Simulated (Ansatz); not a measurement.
# Cs on V(100): change of the work function, part 2 of 2

How does one ordered layer of Cs (hollow site) change the work function of V(100), and what dipole does each adsorbate carry?

Ansatz 0.2.0; plane-wave DFT, PBE-D3(BJ), Ansatz PAW.

So far, work function, upper face (eV): step 2 (the clean slab) 3.71; step 3 (adsorbate added) 1.61; step 5 (the slab at 0.25 ML, atoms frozen) 1.62; step 6 (the substrate of the 0.25 ML cell alone) 3.72.

**7. The adsorbate layer of the 0.25 ML cell alone**

System of this step: Cs/V(100), adsorbate layer alone, atoms held. The cell holds 1 atom: 1 Cs. Cell: a = 6.040 Å, b = 6.040 Å, c = 27.284 Å, α = 90.0°, β = 90.0°, γ = 90.0°. Vacuum lies along c.

The third part; a free layer of atoms may carry a moment, so spin is on.

Input file input.yaml:

```yaml
crystal:
  lattice:
    - [6.04, 0.0, 0.0]
    - [0.0, 6.04, 0.0]
    - [0.0, 0.0, 27.2837965635]
  atoms:
    - { symbol: Cs, position: [0.25, 0.25, 0.6542443337], spin: 1.0 }
magnetization:
  spin_polarized: true
kpoints:
  mp_grid: { grid: [5, 5, 1] }
hamiltonian:
  xc: pbe
  dispersion: d3bj
scf:
  occupations: { method: fermi_dirac, width: 0.1 }
  convergence: { dr2_threshold: 1.0e-08 }
efield:
  axis: 3
  dipole_correction: true
  ramp_position: 0.97
  ramp_width: 0.06
output:
  write_potential: true
  write_density: true
  volumetric_format: npy
```

The run is started by

```console
$ ansatz run input.yaml --threads 4 --pin off --max-ram 6144MiB --backend cpu --events-out ev --progress --plain --runs-dir out
```

The job ended after 7.8 s (4 threads of Arm Neoverse V2, shared host; peak memory 1 GiB).

This step gave:

```yaml
energy_at_zero_smearing: -5670.4447 eV
work_function_upper_face: 2.151 eV
dipole_along_the_normal: 3.23e-5 e·Å
```

At this spacing and smearing the free layer keeps no moment.

**8. Where the charge went at 0.25 ML**

This step: plane-wave DFT, PBE-D3(BJ), Ansatz PAW; density difference on adsorption (Ansatz 0.2.0).

The densities of the parts are taken from that of the whole and averaged over planes; the first moment of what is left gives the step in the potential.

Numbers from this step:

```yaml
largest_charge_moved: 0.005187 e/Å²
potential_step_from_the_moved_charge: -2.103 eV
```

The electron density difference oscillates, so the rows of the table below give means over windows of 1 Å about each position, cut where the curve ends. Its maxima inside the range that stand out by 2 % of the span (Å: e/Å³): 10.5: 1.3e-4, 11.9: 5.3e-4, 14.1: 2.7e-4, 14.6: -0.00114, 16.1: 0.00749, 18.9: -7.0e-4. Its minima: 11.5: -1.7e-4, 13.5: -9.5e-4, 14.5: -0.00142, 15.1: -0.00388, 18.2: -0.00228, 19.8: -0.00133.

Planar mean, whole system less its parts. Table of electron density difference by z; means over each step:

| z (Å) | electron density difference (e/Å³) |
| --- | --- |
| 4 | 4.0e-7 |
| 5 | 2.4e-6 |
| 6 | 1.2e-5 |
| 7 | 2.5e-5 |
| 8 | -6.8e-5 |
| 9 | 4.0e-5 |
| 10 | -1.6e-5 |
| 11 | -2.7e-5 |
| 12 | 2.3e-4 |
| 13 | -5.2e-4 |
| 14 | -4.2e-4 |
| 15 | -0.00143 |
| 16 | 0.00632 |
| 17 | 5.3e-4 |
| 18 | -0.00181 |
| 19 | -1.0e-3 |
| 20 | -0.00118 |
| 21 | -5.2e-4 |
| 22 | -1.3e-4 |
| 23 | -2.5e-5 |
| 24 | -3.6e-6 |
| 25 | -2.3e-7 |

Planar mean, whole system less its parts. The electrons moved below z by z:

| z (Å) | electrons moved below z (e/Å²) |
| --- | --- |
| 4 | 2.2e-7 |
| 5 | 1.4e-6 |
| 6 | 7.5e-6 |
| 7 | 3.0e-5 |
| 8 | 2.0e-5 |
| 9 | -2.7e-5 |
| 10 | 5.8e-6 |
| 11 | 1.1e-5 |
| 12 | 1.2e-4 |
| 13 | -4.1e-5 |
| 14 | -4.4e-4 |
| 15 | -0.00201 |
| 16 | 0.00143 |
| 17 | 0.00513 |
| 18 | 0.00374 |
| 19 | 0.00230 |
| 20 | 0.00112 |
| 21 | 3.1e-4 |
| 22 | 6.2e-5 |
| 23 | 9.3e-6 |
| 24 | 6.9e-7 |
| 25 | -1.9e-7 |

**9. Varying the input**

This step: plane-wave DFT, PBE-D3(BJ), Ansatz PAW (Ansatz 0.2.0).

System of this step: V(100). The cell holds 5 atoms: 5 V. Cell: a = 3.020 Å, b = 3.020 Å, c = 24.040 Å, α = 90.0°, β = 90.0°, γ = 90.0°. Vacuum lies along c.

A run with a changed input: it repeats the earlier run at 0 ML with scf.occupations.method from fermi_dirac to methfessel_paxton, scf.occupations.width from 0.1 to 0.005 and kpoints.mp_grid.grid from [10, 10, 1] to [12, 12, 1].

input.yaml, the sections that differ from step 7:

```yaml
crystal:
  lattice:
    - [3.02, 0.0, 0.0]
    - [0.0, 3.02, 0.0]
    - [0.0, 0.0, 24.04]
  atoms:
    - { symbol: V, position: [0.0, 0.0, 0.3743760399] }
    - { symbol: V, position: [0.5, 0.5, 0.43718802] }
    - { symbol: V, position: [0.0, 0.0, 0.5] }
    - { symbol: V, position: [0.5, 0.5, 0.56281198] }
    - { symbol: V, position: [0.0, 0.0, 0.6256239601] }
kpoints:
  mp_grid: { grid: [12, 12, 1] }
scf:
  occupations: { method: methfessel_paxton, width: 0.005 }
  convergence: { dr2_threshold: 1.0e-08 }
relax:
  f_tol: 0.02
  max_steps: 60
  constraints: [{ sites: [0, 1] }]
# hamiltonian, efield, output: as in step 7
# magnetization: removed
```

Elapsed: 36 s, on 4 threads; peak memory 0.56 GiB; 2.3 min of CPU time.

Step by step:

| step | energy less that of the first step (eV) | largest force component (eV/Å) |
| --- | --- | --- |
| 1 | 0.0000 | 1.4633 |
| 2 | -0.1965 | 0.5802 |
| 3 | -0.2416 | 0.1689 |
| 4 | -0.2450 | 0.0371 |
| 5 | -0.2451 | 0.0033 |

Forces are held to the 8 operations that the run works with; a distortion that breaks them can't arise in this run.

The atoms that moved most (Å):

| atom | dx | dy | dz | length |
| --- | --- | --- | --- | --- |
| V5 | 0.000 | 0.000 | -0.351 | 0.351 |
| V4 | 0.000 | 0.000 | -0.088 | 0.088 |
| V3 | 0.000 | 0.000 | -0.081 | 0.081 |

Final coordinates:

```cif
data_structure
_symmetry_space_group_name_H-M 'P 1'
_symmetry_Int_Tables_number 1
_cell_length_a 3.0200
_cell_length_b 3.0200
_cell_length_c 24.0400
_cell_angle_alpha 90.000
_cell_angle_beta 90.000
_cell_angle_gamma 90.000
_cell_volume 219.25
loop_
_atom_site_label
_atom_site_type_symbol
_atom_site_fract_x
_atom_site_fract_y
_atom_site_fract_z
_atom_site_occupancy
V1 V 0.00000 0.00000 0.37438 1
V2 V 0.50000 0.50000 0.43719 1
V3 V 0.00000 0.00000 0.49665 1
V4 V 0.50000 0.50000 0.55914 1
V5 V 0.00000 0.00000 0.61103 1
```

This step gave:

```yaml
work_function_upper_face: 3.664 eV
work_function_lower_face: 3.847 eV
dipole_along_the_normal: 0.009225 e·Å
step_between_the_vacuum_levels: -0.1830 eV
```

| quantity | this run | earlier run | difference |
| --- | --- | --- | --- |
| work function, upper face (eV) | 3.664 | 3.712 | -0.048 |
| work function, lower face (eV) | 3.847 | 3.829 | 0.019 |
| dipole along the normal (e·Å) | 0.009225 | 0.005857 | 0.0034 |

What moves beyond 0.01 in its unit (for the dipole 0.5 % and 5e-5 e·Å): dipole along the normal (+0.00337 e·Å), work function, upper face (-0.0479 eV) and work function, lower face (+0.0189 eV).

**10. Summary of results**

```yaml
work_function_of_the_clean_face: 3.71 eV
work_function_at_0p25_ml: 1.61 eV
dipole_per_adsorbate_at_0p25_ml_positive_end_outwards: 2.03 D
step_of_the_potential_from_the_moved_charge_at_0p25_ml_upper_less_lower_side_atoms_held: -2.10 eV
```

What this shows: Cs lowers the work function of V(100) at the lowest coverage, by 2.10 eV: the adsorbate layer has its positive end outwards. One coverage alone was completed, so no trend follows. The slab has 5 layers, at the tabulated experimental lattice constant, one starting site was run, and quantum-size effects of a slab this thin can reach one or two tenths of an eV. The main runs have no spin polarisation; a magnetic state could lie lower and would change these results.

[Logs are printed without paths, hosts, clocks, repeated set-up lines and the standing remarks that a program may print on its own settings, such as how far it seeks lower states.]

[Hosts, paths, dates, database ids (printed as entryN), source tags and the programs' standing remarks are cut or masked in the printed files.]

[Maps of the electrostatic potential energy from Ansatz leave out the sawtooth potential of an applied field or a dipole correction, so their vacuum need not be flat; planar profiles and work functions include it.]
